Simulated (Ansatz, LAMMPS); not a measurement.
# Gap against volume in amorphous SiO1.9 (78 atoms)

Density of this cell: 2.37 g/cm³. The cell holds 78 atoms: 27 Si and 51 O. Its edges and angles: a = 10.934 Å, b = 9.967 Å, c = 10.156 Å, α = 87.4°, β = 87.3°, γ = 88.8°. The starting structure: 78 atoms (27 Si, 51 O) placed at random at 2.26 g/cm³, melted at 5000 K for 10 ps at fixed volume with the Tersoff Si-O potential (Munetoh et al., Comput. Mater. Sci. 39, 334 (2007)). Quenched from 5000 K to 500 K at 20 K/ps and fixed volume, annealed at 2000 K for 50 ps, held 5 ps.

Calculated with Ansatz 0.2.0: Kohn-Sham DFT, PBE, PAW (set soft_1), plane waves; cutoff 420 eV, Γ point, fermi-dirac smearing of 0.05 eV. The relaxed cell was scaled evenly and the atoms were relaxed at each volume. The gap is that between the highest filled and the lowest empty Kohn-Sham level on the run's k-points.

```
volume (Å³/atom)  gap (eV)
          12.741               3.247
          13.307               3.039
          13.732                   ?
          14.156               2.912
          14.581               2.874
          15.006               2.567
```

Task: Fit a straight line in ln V to the rows given and interpolate to the withheld row.

Worked fit:

A volume deformation potential makes the spacing linear in u = ln(V/V0), with V0 = 14.156 Å³ the relaxed volume; v is the spacing.

```
u = ln(V/V0)  v (eV)
   -0.105361  3.2471
  -0.0618752  3.0395
           0  2.9121
   0.0295585  2.8736
   0.0582686  2.5668
```

With n = 5: mean u = -0.0158817, mean v = 2.92782, Σ(u − ū)² = 0.017937, Σ(u − ū)(v − v̄) = -0.063189. Slope b = -0.063189 / 0.017937 = -3.5228; intercept a = v̄ − b ū = 2.8719.

At the withheld volume u = -0.03046, and v = a + b u.

Prediction at 13.732: 2.979 eV. The run gave 2.965 eV, so the fit is high by 0.014 eV (0.47 % of the value).

The rows follow a line only loosely (correlation 0.95 in size over all rows, under the 0.97 asked here), so the slope of -3.52 eV is a mean trend and no deformation potential. Among the rows given, the largest miss of the fit is at 14.581, by 0.11 eV (16 % of the range of the table).

Limits: The table spans 16 % in volume, wide for a linear law. Semilocal functionals tend to put gaps under measured ones. Only the Γ point is sampled. Atoms move by up to 0.6 Å in these relaxations, so the structure changes along the series. Defect or tail levels can set the spacing of a disordered cell.

[Logs are printed without paths, hosts, clocks, repeated set-up lines and the standing remarks that a program may print on its own settings, such as how far it seeks lower states.]

[Hosts, paths, dates, database ids (printed as entryN), source tags and the programs' standing remarks are cut or masked in the printed files.]
